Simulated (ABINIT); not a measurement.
# Quasiparticle gap of PbF2 (Fluorocronite) in ABINIT

How does a plane-wave GW calculation on PbF2 (Fluorocronite) run from the first input to the gap?

Calculated with ABINIT 10.8.3; LDA and many-body steps on it, plane waves.

The database entry behind the starting cell differs from later determinations by our own check (0.1 to 0.3 % short, probably kX units), so it need not match the best structure at ambient conditions.

### 1. The structure

Symmetry: Fm-3m, No. 225, cubic system. The conventional cell has a = 5.927 Å, b = 5.927 Å, c = 5.927 Å, α = 90.00°, β = 90.00°, γ = 90.00°. Nearest to Pb lie 8 F at 2.57 Å. Nearest to F lie 4 Pb at 2.57 Å. Farther neighbours and most contacts between anions are not listed.

The cell and positions come from the Crystallography Open Database and are kept as given unless a step says otherwise. This is not the form that PbF2 usually takes at ambient conditions. Spin-orbit coupling is left out unless a step names it.

### 2. Ground state

This step: ABINIT 10.8.3; DFT, LDA, plane waves, norm-conserving pseudopotentials.

The ground-state density comes first.

Input file run.abi:

```
acell 3*1.0 Angstrom
rprim 
  -0.000000000000 2.963660000000 2.963660000000
  2.963660000000 0.000000000000 2.963660000000
  2.963660000000 2.963660000000 -0.000000000000
ntypat 2
znucl 82 9
natom 3
typat 1 2 2
xred 
  0.000000000000 0.000000000000 0.000000000000
  0.250000000000 0.250000000000 0.250000000000
  0.750000000000 0.750000000000 0.750000000000
pp_dirpath "pseudos"
pseudos "Pb.upf, F.upf"
ecut 36
ngkpt 6 6 6
nshiftk 1
shiftk 0 0 0
kptopt 1
chksymbreak 0
nband 23
occopt 1
tolvrs 1e-10
nstep 60
prtwf 0
optforces 0
optstress 0
indata_prefix "in"
outdata_prefix "out"
tmpdata_prefix "tmp"
```

Command:

```console
$ OMP_NUM_THREADS=1 mpirun -n 4 abinit run.abi > log
```

Numbers of over 12 decimals in the logs are rounded to 6 here.

Output:

```text
.Version 10.8.3 of ABINIT. v10.8.2 released Aug 2026.

 Symmetries : space group Fm -3 m (#225); Bravais cF (face-center cubic)
================================================================================
 Values of the parameters that define the memory need of the present run
     intxc =       0    ionmov =       0      iscf =       7    lmnmax =       6
     lnmax =       6     mgfft =      45  mpssoang =       3    mqgrid =    3001
     natom =       3  nloc_mem =       1    nspden =       1   nspinor =       1
    nsppol =       1      nsym =      48    n1xccc =    2501    ntypat =       2
    occopt =       1   xclevel =       1
-    mband =          23        mffmem =           1         mkmem =           4
       mpw =        3641          nfft =       91125          nkpt =          16
================================================================================
  Rough estimation (10% accuracy) of disk space for files :
================================================================================

--------------------------------------------------------------------------------
------------- Echo of variables that govern the present computation ------------
--------------------------------------------------------------------------------
 -outvars: echo values of preprocessed input variables --------
            acell      1.8897261259E+00  1.8897261259E+00  1.8897261259E+00 Bohr

      chksymbreak           0
             ecut      3.60000000E+01 Hartree
-          fftalg         312

              ixc       -1012
              kpt      0.00000000E+00  0.00000000E+00  0.00000000E+00
                       1.66666667E-01  0.00000000E+00  0.00000000E+00
                       3.33333333E-01  0.00000000E+00  0.00000000E+00
                       5.00000000E-01  0.00000000E+00  0.00000000E+00
                       1.66666667E-01  1.66666667E-01  0.00000000E+00
                       3.33333333E-01  1.66666667E-01  0.00000000E+00
                       5.00000000E-01  1.66666667E-01  0.00000000E+00
                      -3.33333333E-01  1.66666667E-01  0.00000000E+00
                      -1.66666667E-01  1.66666667E-01  0.00000000E+00
   [... 5 further rows ...]
                      -3.33333333E-01  3.33333333E-01  1.66666667E-01
                      -3.33333333E-01  5.00000000E-01  1.66666667E-01
         kptrlatt        6    0    0      0    6    0      0    0    6
          kptrlen      4.75218670E+01
P           mkmem           4
            natom           3
            nband          23
            ngfft          45      45      45
             nkpt          16
            nstep          60
             nsym          48
           ntypat           2
              occ      2.000000  2.000000  2.000000  2.000000  2.000000  2.000000
                       2.000000  2.000000  2.000000  2.000000  2.000000  2.000000
                       2.000000  2.000000  2.000000  2.000000  2.000000  2.000000
                       0.000000  0.000000  0.000000  0.000000  0.000000
        optforces           0
        optstress           0
            prtwf           0
            rprim     -0.0000000000E+00  2.9636600000E+00  2.9636600000E+00
[...]
spgroup         225

           tolvrs      1.00000000E-10

             xred      0.0000000000E+00  0.0000000000E+00  0.0000000000E+00
[...]
znucl       82.00000    9.00000

================================================================================

 chkinp: Checking input parameters for consistency.

================================================================================
== DATASET  1 ==================================================================
-   mpi_nproc: 4, omp_nthreads: 1 (-1 if OMP is not activated)

--- !DatasetInfo
iteration_state: {dtset: 1, }
dimensions: {natom: 3, nkpt: 16, mband: 23, nsppol: 1, nspinor: 1, nspden: 1, mpw: 3641, }
cutoff_energies: {ecut:  36.0, pawecutdg:  -1.0, }
electrons: {nelect:   3.60000000E+01, charge:   0.00000000E+00, occopt:   1.00000000E+00, tsmear:   1.00000000E-02, }

 Real(R)+Recip(G) space primitive vectors, cartesian coordinates (Bohr,Bohr^-1):
 R(1)=  0.0000000  5.6005057  5.6005057  G(1)= -0.0892777  0.0892777  0.0892777
 R(2)=  5.6005057  0.0000000  5.6005057  G(2)=  0.0892777 -0.0892777  0.0892777
 R(3)=  5.6005057  5.6005057  0.0000000  G(3)=  0.0892777  0.0892777 -0.0892777
 Unit cell volume ucvol=  3.5132717E+02 bohr^3
 Angles (23,13,12)=  6.00000000E+01  6.00000000E+01  6.00000000E+01 degrees

 getcut: wavevector=  0.0000  0.0000  0.0000  ngfft=  45  45  45
         ecut(hartree)=     36.000   => boxcut(ratio)=   2.05681

--- Pseudopotential description ------------------------------------------------
- Pb Generated using ONCVPSP code by D. R. Hamann
- 82.00000  22.00000  180309                  znucl, zion, pspdat
12 -1012 2 -1 1638                            pspcod,pspxc,lmax,lloc,mmax
     nproj     2     2     2
  pspatm : epsatm=   27.30978712
         --- l  ekb(1:nproj) -->
[...]
pspatm: atomic psp has been read  and splines computed

- F Generated using ONCVPSP code by D. R. Hamann
-  9.00000   7.00000  201202                  znucl, zion, pspdat
12 -1012 2 -1 824                             pspcod,pspxc,lmax,lloc,mmax
     nproj     2     2     1
  pspatm : epsatm=    4.94580260
         --- l  ekb(1:nproj) -->
[...]
2   -2.364936
 pspatm: atomic psp has been read  and splines computed

   1.33925012E+03                                ecore*ucvol(ha*bohr**3)
--------------------------------------------------------------------------------

_setup2: Arith. and geom. avg. npw (full set) are    3625.958    3625.943

================================================================================

--- !BeginCycle
iteration_state: {dtset: 1, }
solver: {iscf: 7, nstep: 60, nline: 4, wfoptalg: 0, }
tolerances: {tolvrs: 1.00E-10, }

     iter   Etot(hartree)      deltaE(h)  residm     vres2
 ETOT  1  -258.68336543141    -2.587E+02 1.116E-01 5.635E+02
 ETOT  2  -258.73457732552    -5.121E-02 2.203E-03 6.966E+02
 ETOT  3  -258.94462520182    -2.100E-01 5.459E-03 2.708E+01
 ETOT  4  -258.94984101928    -5.216E-03 4.674E-04 9.267E-01
 ETOT  5  -258.95003089192    -1.899E-04 1.539E-04 6.645E-02
 ETOT  6  -258.95004318875    -1.230E-05 1.157E-04 4.161E-03
 ETOT  7  -258.95004369958    -5.108E-07 3.422E-05 4.118E-05
 ETOT  8  -258.95004370284    -3.266E-09 2.974E-05 2.058E-05
 ETOT  9  -258.95004370528    -2.438E-09 8.522E-06 5.643E-08
 ETOT 10  -258.95004370528     1.421E-12 8.000E-06 1.656E-10
 ETOT 11  -258.95004370528     1.990E-12 2.195E-06 3.781E-13

 At SCF step   11       vres2   =  3.78E-13 < tolvrs=  1.00E-10 =>converged.

--- !ResultsGS
iteration_state: {dtset: 1, }
comment   : Summary of ground state results
lattice_vectors:
- [ -0.0000000,   5.6005057,   5.6005057, ]
- [  5.6005057,   0.0000000,   5.6005057, ]
- [  5.6005057,   5.6005057,  -0.0000000, ]
lattice_lengths: [   7.92031,    7.92031,    7.92031, ]
lattice_angles: [ 60.000,  60.000,  60.000, ] # degrees, (23, 13, 12)
lattice_volume:   3.5132717E+02
convergence: {deltae:  1.990E-12, res2:  3.781E-13, residm:  2.195E-06, diffor:  0.000E+00, }
etotal    :  -2.58950044E+02
entropy   :   0.00000000E+00
fermie    :   1.13805161E-01
cartesian_stress_tensor: null
pressure_GPa: null
xred      :
- [  0.0000E+00,   0.0000E+00,   0.0000E+00, Pb]
- [  2.5000E-01,   2.5000E-01,   2.5000E-01,  F]
- [  7.5000E-01,   7.5000E-01,   7.5000E-01,  F]
cartesian_forces: null
force_length_stats: {min: null, max: null, mean: null, }

 Integrated electronic density in atomic spheres:
 ------------------------------------------------
 Atom  Sphere_radius  Integrated_density
[...]
2        2.00000          6.97017839
    3        2.00000          6.97017839
================================================================================

 ----iterations are completed or convergence reached----

 Mean square residual over all n,k,spin=   70.978E-10; max=  21.948E-07
 reduced coordinates (array xred) for    3 atoms
       0.000000000000      0.000000000000      0.000000000000
       0.250000000000      0.250000000000      0.250000000000
       0.750000000000      0.750000000000      0.750000000000
 rms dE/dt=  0.0000E+00; max dE/dt=  0.0000E+00; dE/dt below (all hartree)
    1       0.000000000000      0.000000000000      0.000000000000
    2       0.000000000000      0.000000000000      0.000000000000
    3       0.000000000000      0.000000000000      0.000000000000

 cartesian coordinates (angstrom) at end:
    1      0.000000     0.000000     0.000000
    2      1.481830     1.481830     1.481830
    3      4.445490     4.445490     4.445490
 length scales=  1.889726125908  1.889726125908  1.889726125908 bohr
              =  1.000000000000  1.000000000000  1.000000000000 angstroms
 prteigrs : about to open file out_EIG
 Fermi (or HOMO) energy (hartree) =   0.11381   Average Vxc (hartree)=  -0.38140
 Eigenvalues (hartree) for nkpt=  16  k points:
 kpt#   1, nband= 23, wtk=  0.00463, kpt=  0.0000  0.0000  0.0000 (reduced coord)
  -4.92955   -2.78141   -2.78141   -2.78141   -0.64388   -0.61929   -0.40908   -0.40908
  -0.40908   -0.40637   -0.40637   -0.05830    0.02409    0.02409    0.02409    0.04242
   0.04242    0.04242    0.35779    0.35779    0.35779    0.49294    0.66283
 prteigrs : prtvol=0 or 1, do not print more k-points.

--- !EnergyTerms
iteration_state     : {dtset: 1, }
comment             : Components of total free energy in Hartree
kinetic             :  9.10155531209341E+01
hartree             :  7.51447032068808E+01
xc                  : -4.44651075842076E+01
Ewald energy        : -1.45932182949791E+02
psp_core            :  3.81197427934075E+00
local_psp           : -2.46655539083299E+02
non_local_psp       :  8.13055530486328E+00
total_energy        : -2.58950043705278E+02
total_energy_eV     : -7.04638965767798E+03
band_energy         : -3.28860802411705E+01

== END DATASET(S) ==============================================================
================================================================================

 -outvars: echo values of variables after computation  --------
           etotal     -2.5895004371E+02
            nband          23
             nkpt          16
          spgroup         225
 [... the other variables as echoed above ...]

 Calculation completed.
```

Wall time 18 s (4 MPI ranks of Arm Neoverse V1, shared host); peak memory 0.32 GiB; 73 s of CPU time.

Numbers from this step:

```
total energy               : -7046.3897 eV
gap                        : 4.297 eV
k of the valence top       : -0.3333, 0.3333, 0.1667
k of the conduction bottom : 0.5, 0.5, 0
least direct gap           : 4.434 eV
```

The gap is indirect, with the least direct gap 0.14 eV higher.

[end of part 1 of 3]

[Paths, hosts, dates, memory and timing lines, banners, echoed tables and standing remarks are left out of the program output.]

[Logs are printed without paths, hosts, clocks, repeated set-up lines and the standing remarks that a program may print on its own settings, such as how far it seeks lower states.]

[Runs of the session that timed out or met a known fault of the program may be left out.]

[Hosts, paths, dates, database ids (printed as entryN), source tags and the programs' standing remarks are cut or masked in the printed files.]

[G0W0 gaps are taken among the corrected bands and points alone; a level outside them can change the order at an edge.]

[Where Ansatz stands beside ABINIT at settings called matched, ABINIT's density can come from a denser mesh and the files from another edition; pairs whose starting gaps differed by over 0.03 eV were left out, so agreement reads better than it is.]
